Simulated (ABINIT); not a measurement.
# Quasiparticle gap of CsH (Fm-3m) in ABINIT, part 2 of 3

Aim: the G0W0 gap of CsH (Fm-3m) on LDA, step by step.

ABINIT 10.8.3; LDA and many-body steps on it, plane waves. Known limits of the many-body steps: not at the basis limit; no spin-orbit coupling.

So far. Step 2 (Ground state): The gap is direct, at (0.500, 0.000, 0.000).

The database entry behind the starting cell differs from later determinations by our own check (0.1 to 0.3 % short, probably kX units), so it need not match the best structure at ambient conditions.

## (3) Bands along the symmetry lines

Level of this step: DFT, LDA, plane waves, norm-conserving pseudopotentials (ABINIT).

The cheap functional maps the bands first; the places of the edges decide which points the dearer methods must see.

run.abi

```
acell 3*1.0 Angstrom
rprim 
  -0.000000000000 3.188000000000 3.188000000000
  3.188000000000 -0.000000000000 3.188000000000
  3.188000000000 3.188000000000 -0.000000000000
ntypat 2
znucl 55 1
natom 2
typat 1 2
xred 
  0.000000000000 0.000000000000 0.000000000000
  0.500000000000 0.500000000000 0.500000000000
pp_dirpath "pseudos"
pseudos "Cs.upf, H.upf"
ecut 31
iscf -2
irdden 1
kptopt 0
nkpt 50
kpt 
  0.00000000 0.00000000 0.00000000
  0.06250000 0.00000000 0.06250000
  0.12500000 0.00000000 0.12500000
  0.18750000 0.00000000 0.18750000
  0.25000000 0.00000000 0.25000000
  0.31250000 0.00000000 0.31250000
  0.37500000 0.00000000 0.37500000
  0.43750000 0.00000000 0.43750000
  0.50000000 0.00000000 0.50000000
  0.51562500 0.03125000 0.51562500
  0.53125000 0.06250000 0.53125000
  0.54687500 0.09375000 0.54687500
  0.56250000 0.12500000 0.56250000
  0.57812500 0.15625000 0.57812500
  0.59375000 0.18750000 0.59375000
  0.60937500 0.21875000 0.60937500
  0.62500000 0.25000000 0.62500000
  0.37500000 0.37500000 0.75000000
  0.32812500 0.32812500 0.65625000
  0.28125000 0.28125000 0.56250000
  0.23437500 0.23437500 0.46875000
  0.18750000 0.18750000 0.37500000
  0.14062500 0.14062500 0.28125000
  0.09375000 0.09375000 0.18750000
  0.04687500 0.04687500 0.09375000
  0.00000000 0.00000000 0.00000000
  0.06250000 0.06250000 0.06250000
  0.12500000 0.12500000 0.12500000
  0.18750000 0.18750000 0.18750000
  0.25000000 0.25000000 0.25000000
  0.31250000 0.31250000 0.31250000
  0.37500000 0.37500000 0.37500000
  0.43750000 0.43750000 0.43750000
  0.50000000 0.50000000 0.50000000
  0.50000000 0.46875000 0.53125000
  0.50000000 0.43750000 0.56250000
  0.50000000 0.40625000 0.59375000
  0.50000000 0.37500000 0.62500000
  0.50000000 0.34375000 0.65625000
  0.50000000 0.31250000 0.68750000
  0.50000000 0.28125000 0.71875000
  0.50000000 0.25000000 0.75000000
  0.50000000 0.21875000 0.71875000
  0.50000000 0.18750000 0.68750000
  0.50000000 0.15625000 0.65625000
  0.50000000 0.12500000 0.62500000
  0.50000000 0.09375000 0.59375000
  0.50000000 0.06250000 0.56250000
  0.50000000 0.03125000 0.53125000
  0.50000000 0.00000000 0.50000000
istwfk *1
nband 12
nbdbuf 2
tolwfr 1e-08
nstep 40
prtwf 0
prtvol 0
indata_prefix "in"
outdata_prefix "out"
tmpdata_prefix "tmp"
```

Command:

```sh
$ OMP_NUM_THREADS=1 mpirun -n 4 abinit run.abi > log
```

Numbers of over 12 decimals in the logs are rounded to 6 here.

What it wrote:

```text
.Version 10.8.3 of ABINIT. v10.8.2 released Aug 2026.

 Symmetries : space group Fm -3 m (#225); Bravais cF (face-center cubic)
[... echo of the input left out ...]
== DATASET  1 ==================================================================
-   mpi_nproc: 4, omp_nthreads: 1 (-1 if OMP is not activated)

--- !DatasetInfo
iteration_state: {dtset: 1, }
dimensions: {natom: 2, nkpt: 50, mband: 12, nsppol: 1, nspinor: 1, nspden: 1, mpw: 3647, }
cutoff_energies: {ecut:  31.0, pawecutdg:  -1.0, }
electrons: {nelect:   1.00000000E+01, charge:   0.00000000E+00, occopt:   1.00000000E+00, tsmear:   1.00000000E-02, }

 Real(R)+Recip(G) space primitive vectors, cartesian coordinates (Bohr,Bohr^-1):
 R(1)=  0.0000000  6.0244469  6.0244469  G(1)= -0.0829952  0.0829952  0.0829952
 R(2)=  6.0244469  0.0000000  6.0244469  G(2)=  0.0829952 -0.0829952  0.0829952
 R(3)=  6.0244469  6.0244469  0.0000000  G(3)=  0.0829952  0.0829952 -0.0829952
 Unit cell volume ucvol=  4.3730207E+02 bohr^3
 Angles (23,13,12)=  6.00000000E+01  6.00000000E+01  6.00000000E+01 degrees

 getcut: wavevector=  0.0000  0.0000  0.0000  ngfft=  45  45  45
         ecut(hartree)=     31.000   => boxcut(ratio)=   2.06051

--- Pseudopotential description ------------------------------------------------
- Cs Generated using ONCVPSP code by D. R. Hamann
- 55.00000   9.00000  201201                  znucl, zion, pspdat
12 -1012 3 -1 2328                            pspcod,pspxc,lmax,lloc,mmax
     nproj     2     2     2     2
  pspatm : epsatm=   21.68725381
         --- l  ekb(1:nproj) -->
             0    6.247599    0.778427
             1    6.343167    0.797067
             2    3.778962    0.917083
[...]
pspatm: atomic psp has been read  and splines computed

- H Generated using ONCVPSP code by D. R. Hamann
-  1.00000   1.00000  180309                  znucl, zion, pspdat
12 -1012 1 -1 1180                            pspcod,pspxc,lmax,lloc,mmax
     nproj     2     1     0     0
  pspatm : epsatm=    0.35439867
         --- l  ekb(1:nproj) -->
[...]
1   -0.275071
 pspatm: atomic psp has been read  and splines computed

--------------------------------------------------------------------------------

================================================================================
 prteigrs : about to open file out_EIG
 Non-SCF case, kpt    1 (  0.00000  0.00000  0.00000), residuals and eigenvalues=
  7.51E-09  3.10E-09  4.63E-09  9.16E-09  6.49E-09  3.37E-09  7.86E-09  6.58E-09
  8.80E-09  9.05E-09  7.97E-09  2.55E-06
 -7.2637E-01 -2.2574E-01 -2.2574E-01 -2.2574E-01 -4.1780E-03  2.4858E-01
  2.4858E-01  2.4858E-01  2.7254E-01  3.1552E-01  3.1552E-01  3.5833E-01
 Non-SCF case, kpt    2 (  0.06250  0.00000  0.06250), residuals and eigenvalues=
  7.70E-09  4.42E-09  4.96E-09  9.96E-09  8.63E-09  9.85E-09  7.34E-09  6.30E-09
  3.99E-09  7.18E-09  9.80E-09  1.48E-06
 -7.2622E-01 -2.2719E-01 -2.2615E-01 -2.2615E-01 -1.0032E-03  2.4240E-01
[...]
Non-SCF case, kpt    3 (  0.12500  0.00000  0.12500), residuals and eigenvalues=
  6.52E-09  4.30E-09  3.48E-09  7.12E-09  8.60E-09  9.82E-09  9.53E-09  6.48E-09
  8.49E-09  6.21E-09  9.19E-09  2.48E-05
[...]
Non-SCF case, kpt   49 (  0.50000  0.03125  0.53125), residuals and eigenvalues=
[...]
Non-SCF case, kpt   50 (  0.50000  0.00000  0.50000), residuals and eigenvalues=
[...]
-7.2256E-01 -2.5304E-01 -2.3609E-01 -2.3609E-01  2.0059E-02  1.7030E-01
  2.5890E-01  3.5343E-01  3.5343E-01  3.5382E-01  3.7044E-01  3.8831E-01

--- !ResultsGS
iteration_state: {dtset: 1, }
comment   : Summary of ground state results
lattice_vectors:
- [ -0.0000000,   6.0244469,   6.0244469, ]
- [  6.0244469,  -0.0000000,   6.0244469, ]
- [  6.0244469,   6.0244469,  -0.0000000, ]
lattice_lengths: [   8.51985,    8.51985,    8.51985, ]
lattice_angles: [ 60.000,  60.000,  60.000, ] # degrees, (23, 13, 12)
lattice_volume:   4.3730207E+02
convergence: {deltae:  0.000E+00, res2:  0.000E+00, residm:  9.997E-09, diffor:  0.000E+00, }
etotal    :  -2.40269342E+01
entropy   :   0.00000000E+00
fermie    :   6.42267460E-02
cartesian_stress_tensor: null
pressure_GPa: null
xred      :
- [  0.0000E+00,   0.0000E+00,   0.0000E+00, Cs]
- [  5.0000E-01,   5.0000E-01,   5.0000E-01,  H]
cartesian_forces: null
force_length_stats: {min: null, max: null, mean: null, }

 Integrated electronic density in atomic spheres:
 ------------------------------------------------
 Atom  Sphere_radius  Integrated_density
[...]
================================================================================

 ----iterations are completed or convergence reached----

 Mean square residual over all n,k,spin=   68.736E-10; max=  99.969E-10
 reduced coordinates (array xred) for    2 atoms
       0.000000000000      0.000000000000      0.000000000000
       0.500000000000      0.500000000000      0.500000000000

 cartesian coordinates (angstrom) at end:
[...]
length scales=  1.889726125908  1.889726125908  1.889726125908 bohr
              =  1.000000000000  1.000000000000  1.000000000000 angstroms
 prteigrs : about to open file out_EIG
 Eigenvalues (hartree) for nkpt=  50  k points:
 kpt#   1, nband= 12, wtk=  1.00000, kpt=  0.0000  0.0000  0.0000 (reduced coord)
[...]
kpt#   2, nband= 12, wtk=  1.00000, kpt=  0.0625  0.0000  0.0625 (reduced coord)
[...]
kpt#   3, nband= 12, wtk=  1.00000, kpt=  0.1250  0.0000  0.1250 (reduced coord)
[...]
kpt#  49, nband= 12, wtk=  1.00000, kpt=  0.5000  0.0313  0.5313 (reduced coord)
  -0.72256   -0.25289   -0.23627   -0.23616    0.02062    0.17097    0.25764    0.33542
   0.35393    0.35991    0.38185    0.38853
 kpt#  50, nband= 12, wtk=  1.00000, kpt=  0.5000  0.0000  0.5000 (reduced coord)
  -0.72256   -0.25304   -0.23609   -0.23609    0.02006    0.17030    0.25890    0.35343
   0.35343    0.35382    0.37044    0.38831

== END DATASET(S) ==============================================================
================================================================================

 -outvars: echo values of variables after computation  --------
            nband          12
             nkpt          50
          spgroup         225
 [... the other variables as echoed above ...]

 Calculation completed.
```

It took 25 s on 4 MPI ranks of Arm Neoverse N1, shared host; peak memory 0.29 GiB; 1.7 min of CPU time.

This step gave:

* gap: 1.956 eV
* k of the valence top: 0.5, 0.5, 0.5
* k of the conduction bottom: 0.5, 0.5, 0.5
* least direct gap: 1.956 eV

The gap is 1.956 eV, as in the run before at this level.

The electronic bands at the labelled points (eV, zero at the top of the highest filled band; v1 is the highest filled band, c1 the lowest empty one):

| point | v4 | v3 | v2 | v1 | c1 | c2 | c3 | c4 |
| --- | --- | --- | --- | --- | --- | --- | --- | --- |
| Γ | -7.89 | -7.89 | -7.89 | -1.86 | 5.02 | 5.02 | 5.02 | 5.67 |
| halfway | -8.33 | -8.03 | -8.03 | -1.06 | 3.64 | 4.04 | 5.84 | 5.84 |
| X | -8.63 | -8.17 | -8.17 | -1.20 | 2.89 | 5.30 | 7.87 | 7.87 |
| halfway | -8.60 | -8.24 | -8.16 | -1.08 | 3.01 | 5.05 | 6.87 | 6.94 |
| U | -8.51 | -8.38 | -8.11 | -0.79 | 3.17 | 4.56 | 6.07 | 6.45 |
| jump to K | -8.51 | -8.38 | -8.11 | -0.79 | 3.17 | 4.56 | 6.07 | 6.45 |
| halfway | -8.41 | -8.09 | -7.94 | -0.77 | 3.39 | 3.93 | 5.33 | 5.83 |
| Γ | -7.89 | -7.89 | -7.89 | -1.86 | 5.02 | 5.02 | 5.02 | 5.67 |
| halfway | -8.36 | -7.94 | -7.94 | -1.00 | 3.36 | 5.05 | 5.05 | 5.60 |
| L | -8.76 | -7.99 | -7.99 | 0.00 | 1.96 | 4.58 | 4.58 | 6.84 |
| halfway | -8.63 | -8.21 | -8.06 | -0.40 | 2.75 | 4.26 | 5.19 | 7.23 |
| W | -8.41 | -8.41 | -8.22 | -0.75 | 3.92 | 3.92 | 4.95 | 8.26 |
| halfway | -8.57 | -8.25 | -8.20 | -0.99 | 3.17 | 4.82 | 5.86 | 8.08 |
| X | -8.63 | -8.17 | -8.17 | -1.20 | 2.89 | 5.30 | 7.87 | 7.87 |

The electronic bands as a text plot (rows in eV, shown from -8.0 to 6.1 only):

```
    5.8 |++  +++           +    +++++++++   +++              +
    5.2 |++++      ++++++   +++++  ++++++++++        ++++++++ +++
    4.6 | ++++    +      ++        +++  +++  +++++++++      ++
    4.0 |    +++++         ++++++++        +          ++++++
    3.4 |     ++++       ++     +           +           +  +++
    2.8 |         +++++++  +++++             ++       ++      +++
    2.2 |                                      +++++++
    1.7 |
    1.1 |
    0.5 |
   -0.1 |                                      *******
   -0.7 |                ********            **       *******
   -1.3 |  **************        ****      **                ****
   -1.9 |**                          ******
   -2.4 |
   -3.0 |
   -3.6 |
   -4.2 |
   -4.8 |
   -5.4 |
   -6.0 |
   -6.5 |
   -7.1 |
   -7.7 |*****                **********************
         Γ           X  U|K            Γ         L        W     X
```

## (4) Empty states on the mesh, 4×4×4 mesh, 51 bands

The sums over transitions need many empty states on a uniform mesh; this step solves for them.

run.abi

```
acell 3*1.0 Angstrom
rprim 
  -0.000000000000 3.188000000000 3.188000000000
  3.188000000000 -0.000000000000 3.188000000000
  3.188000000000 3.188000000000 -0.000000000000
ntypat 2
znucl 55 1
natom 2
typat 1 2
xred 
  0.000000000000 0.000000000000 0.000000000000
  0.500000000000 0.500000000000 0.500000000000
pp_dirpath "pseudos"
pseudos "Cs.upf, H.upf"
ecut 31
ngkpt 4 4 4
nshiftk 1
shiftk 0 0 0
kptopt 1
chksymbreak 0
iscf -2
irdden 1
istwfk *1
nband 51
nbdbuf 4
tolwfr 1e-09
nstep 60
prtvol 0
indata_prefix "in"
outdata_prefix "out"
tmpdata_prefix "tmp"
```

What it wrote:

```text
.Version 10.8.3 of ABINIT. v10.8.2 released Aug 2026.

 Symmetries : space group Fm -3 m (#225); Bravais cF (face-center cubic)
[... echo of the input left out ...]
== DATASET  1 ==================================================================
-   mpi_nproc: 4, omp_nthreads: 1 (-1 if OMP is not activated)

--- !DatasetInfo
iteration_state: {dtset: 1, }
dimensions: {natom: 2, nkpt: 8, mband: 51, nsppol: 1, nspinor: 1, nspden: 1, mpw: 3647, }
cutoff_energies: {ecut:  31.0, pawecutdg:  -1.0, }
electrons: {nelect:   1.00000000E+01, charge:   0.00000000E+00, occopt:   1.00000000E+00, tsmear:   1.00000000E-02, }

 Real(R)+Recip(G) space primitive vectors, cartesian coordinates (Bohr,Bohr^-1):
 R(1)=  0.0000000  6.0244469  6.0244469  G(1)= -0.0829952  0.0829952  0.0829952
 R(2)=  6.0244469  0.0000000  6.0244469  G(2)=  0.0829952 -0.0829952  0.0829952
 R(3)=  6.0244469  6.0244469  0.0000000  G(3)=  0.0829952  0.0829952 -0.0829952
 Unit cell volume ucvol=  4.3730207E+02 bohr^3
 Angles (23,13,12)=  6.00000000E+01  6.00000000E+01  6.00000000E+01 degrees

 getcut: wavevector=  0.0000  0.0000  0.0000  ngfft=  45  45  45
         ecut(hartree)=     31.000   => boxcut(ratio)=   2.06051

--- Pseudopotential description ------------------------------------------------
- Cs Generated using ONCVPSP code by D. R. Hamann
- 55.00000   9.00000  201201                  znucl, zion, pspdat
12 -1012 3 -1 2328                            pspcod,pspxc,lmax,lloc,mmax
     nproj     2     2     2     2
  pspatm : epsatm=   21.68725381
         --- l  ekb(1:nproj) -->
             0    6.247599    0.778427
             1    6.343167    0.797067
             2    3.778962    0.917083
[...]
pspatm: atomic psp has been read  and splines computed

- H Generated using ONCVPSP code by D. R. Hamann
-  1.00000   1.00000  180309                  znucl, zion, pspdat
12 -1012 1 -1 1180                            pspcod,pspxc,lmax,lloc,mmax
     nproj     2     1     0     0
  pspatm : epsatm=    0.35439867
         --- l  ekb(1:nproj) -->
[...]
1   -0.275071
 pspatm: atomic psp has been read  and splines computed

--------------------------------------------------------------------------------

================================================================================
 prteigrs : about to open file out_EIG
 Non-SCF case, kpt    1 (  0.00000  0.00000  0.00000), residuals and eigenvalues=
  1.82E-10  2.32E-10  4.81E-10  8.67E-10  9.09E-10  1.49E-10  2.69E-10  5.76E-10
  6.42E-10  1.35E-10  3.49E-10  1.95E-10  1.99E-10  4.81E-10  9.52E-10  2.71E-10
  5.27E-10  5.58E-10  3.80E-10  5.71E-10  7.79E-10  3.71E-10  2.09E-10  3.60E-10
[...]
-7.2637E-01 -2.2574E-01 -2.2574E-01 -2.2574E-01 -4.1780E-03  2.4858E-01
  2.4858E-01  2.4858E-01  2.7254E-01  3.1552E-01  3.1552E-01  3.5833E-01
  3.9728E-01  3.9728E-01  3.9728E-01  5.9317E-01  5.9317E-01  5.9317E-01
[...]
1.1620E+00  1.1952E+00  1.1952E+00  1.1952E+00  1.2478E+00  1.2478E+00
  1.2478E+00  1.3337E+00  1.3337E+00  1.3337E+00  1.4070E+00  1.4070E+00
[...]
prteigrs : prtvol=0 or 1, do not print more k-points.

--- !ResultsGS
iteration_state: {dtset: 1, }
comment   : Summary of ground state results
lattice_vectors:
- [ -0.0000000,   6.0244469,   6.0244469, ]
- [  6.0244469,  -0.0000000,   6.0244469, ]
- [  6.0244469,   6.0244469,  -0.0000000, ]
lattice_lengths: [   8.51985,    8.51985,    8.51985, ]
lattice_angles: [ 60.000,  60.000,  60.000, ] # degrees, (23, 13, 12)
lattice_volume:   4.3730207E+02
convergence: {deltae:  0.000E+00, res2:  0.000E+00, residm:  9.847E-10, diffor:  0.000E+00, }
etotal    :  -2.40269342E+01
entropy   :   0.00000000E+00
fermie    :   6.42267460E-02
cartesian_stress_tensor: null
pressure_GPa: null
xred      :
- [  0.0000E+00,   0.0000E+00,   0.0000E+00, Cs]
- [  5.0000E-01,   5.0000E-01,   5.0000E-01,  H]
cartesian_forces: null
force_length_stats: {min: null, max: null, mean: null, }

 Integrated electronic density in atomic spheres:
 ------------------------------------------------
 Atom  Sphere_radius  Integrated_density
[...]
================================================================================

 ----iterations are completed or convergence reached----

 Mean square residual over all n,k,spin=   48.513E-11; max=  98.471E-11
 reduced coordinates (array xred) for    2 atoms
[...]
0.500000000000      0.500000000000      0.500000000000

 cartesian coordinates (angstrom) at end:
    1      0.000000     0.000000     0.000000
    2      3.188000     3.188000     3.188000
 length scales=  1.889726125908  1.889726125908  1.889726125908 bohr
              =  1.000000000000  1.000000000000  1.000000000000 angstroms
 prteigrs : about to open file out_EIG
 Eigenvalues (hartree) for nkpt=   8  k points:
 kpt#   1, nband= 51, wtk=  0.01563, kpt=  0.0000  0.0000  0.0000 (reduced coord)
[...]
1.07738    1.07738    1.15030    1.15030    1.16195    1.19516    1.19516    1.19516
   1.24777    1.24777    1.24777    1.33374    1.33374    1.33374    1.40700    1.40700
   1.40700    1.41736    1.41875
 prteigrs : prtvol=0 or 1, do not print more k-points.

== END DATASET(S) ==============================================================
================================================================================

 -outvars: echo values of variables after computation  --------
            nband          51
             nkpt           8
          spgroup         225
 [... the other variables as echoed above ...]

 Calculation completed.
```

Run time: 21 s. Hardware: 4 MPI ranks; peak memory 0.28 GiB.

This step gave:

```
gap                                                           : 1.956 eV
k of the valence top                                          : 0.5, 0, 0
k of the conduction bottom                                    : 0.5, 0, 0
least direct gap                                              : 1.956 eV
k points computed                                             : 8
lowest point of the top converged band, above the valence top : 33.25 eV
```

On this mesh the gap is 1.956 eV.

## (5) Screening, 4×4×4 mesh, 47 bands, screening to 106.1 eV

The RPA dielectric matrix is built and inverted for each q.

This step: RPA screening on LDA, plane waves, norm-conserving pseudopotentials.

run.abi: that of step 4 with these lines changed.

```diff
@@ -20,10 +20,11 @@
 chksymbreak 0
-iscf -2
-irdden 1
 istwfk *1
-nband 51
-nbdbuf 4
-tolwfr 1e-09
-nstep 60
-prtvol 0
+occopt 1
+irdwfk 1
+optdriver 3
+nband 47
+ecuteps 3.9
+inclvkb 2
+awtr 1
+symchi 1
 indata_prefix "in"
```

What it wrote:

```text
.Version 10.8.3 of ABINIT. v10.8.2 released Aug 2026.

 Symmetries : space group Fm -3 m (#225); Bravais cF (face-center cubic)
[... echo of the input left out ...]
== DATASET  1 ==================================================================
-   mpi_nproc: 4, omp_nthreads: 1 (-1 if OMP is not activated)

--- !DatasetInfo
iteration_state: {dtset: 1, }
dimensions: {natom: 2, nkpt: 8, mband: 47, nsppol: 1, nspinor: 1, nspden: 1, mpw: 3647, }
cutoff_energies: {ecut:  31.0, pawecutdg:  -1.0, }
electrons: {nelect:   1.00000000E+01, charge:   0.00000000E+00, occopt:   1.00000000E+00, tsmear:   1.00000000E-02, }

 SCREENING: Calculation of the susceptibility and dielectric matrices

 Based on a program developped by R.W. Godby, V. Olevano, G. Onida, and L. Reining.
 Incorporated in ABINIT by V. Olevano, G.-M. Rignanese, and M. Torrent.
.Using double precision arithmetic ; gwpc =  8

[... cell and pseudopotentials left out ...]
--------------------------------------------------------------------------------

 ==== K-mesh for the wavefunctions ====
 Number of points in the irreducible wedge :     8
[... list of points left out ...]
 Together with 48 symmetry operations and time-reversal symmetry
 yields    64 points in the full Brillouin Zone.

 ==== Q-mesh for the screening function ====
 Number of points in the irreducible wedge :     8
[... list of points left out ...]
 Together with 48 symmetry operations and time-reversal symmetry
 yields    64 points in the full Brillouin Zone.

 setmesh: FFT mesh size selected  =    30x   30x   30
          total number of points  =        27000

 vcoul_init : cutoff-mode = AUXILIARY_FUNCTION
 q-points for optical limit:   1
     1)      0.000010    0.000020    0.000030

- screening: taking advantage of time-reversal symmetry
- Maximum band index for partially occupied states nbvw = 5
- Remaining bands to be divided among processors   nbcw = 42
- Number of bands treated by each node ~10

 Number of electrons calculated from density =   10.0000; Expected =   10.0000
 average of density, n =  0.022867
 r_s =    2.1856
 omega_plasma =   14.5870 [eV]

 calculating chi0 at frequencies [eV] :
  1    0.000000E+00    0.000000E+00
  2    0.000000E+00    1.458696E+01

--------------------------------------------------------------------------------
  q-point number  1        q = ( 0.000000, 0.000000, 0.000000) [r.l.u.]
--------------------------------------------------------------------------------
[... chi0 elements left out ...]
 For q-point:  0.000010 0.000020 0.000030
  dielectric constant =   3.2422
  dielectric constant without local fields =   3.7583

  Average fulfillment of the sum rule on Im[epsilon] for q-point    1 :     70.43  [%]
[... wings left out ...]
  q-point number  2        q = ( 0.250000, 0.000000, 0.000000) [r.l.u.]
--------------------------------------------------------------------------------
[... chi0 elements left out ...]
  Average fulfillment of the sum rule on Im[epsilon] for q-point    2 :     93.65  [%]

 [... 6 further q-points ...]
```

Elapsed: 12 s, on 4 MPI ranks; peak memory 0.62 GiB.

This step gave:

```yaml
eps_infinity_with_local_fields_on_this_mesh_along_the_program_s_q_direction: 3.242
the_same_without_local_fields: 3.758
plasma_frequency: 14.59 eV
plane_waves_in_the_screening_matrix: 169
```

Local fields lower ε∞ by 14 %.

(Part 2 of 3 ends here.)

[Paths, hosts, dates, memory and timing lines, banners, echoed tables and standing remarks are left out of the program output.]

[Logs are printed without paths, hosts, clocks, repeated set-up lines and the standing remarks that a program may print on its own settings, such as how far it seeks lower states.]

[Runs of the session that timed out or met a known fault of the program may be left out.]

[Hosts, paths, dates, database ids (printed as entryN), source tags and the programs' standing remarks are cut or masked in the printed files.]

[G0W0 gaps are taken among the corrected bands and points alone; a level outside them can change the order at an edge.]

[Where Ansatz stands beside ABINIT at settings called matched, ABINIT's density can come from a denser mesh and the files from another edition; pairs whose starting gaps differed by over 0.03 eV were left out, so agreement reads better than it is.]
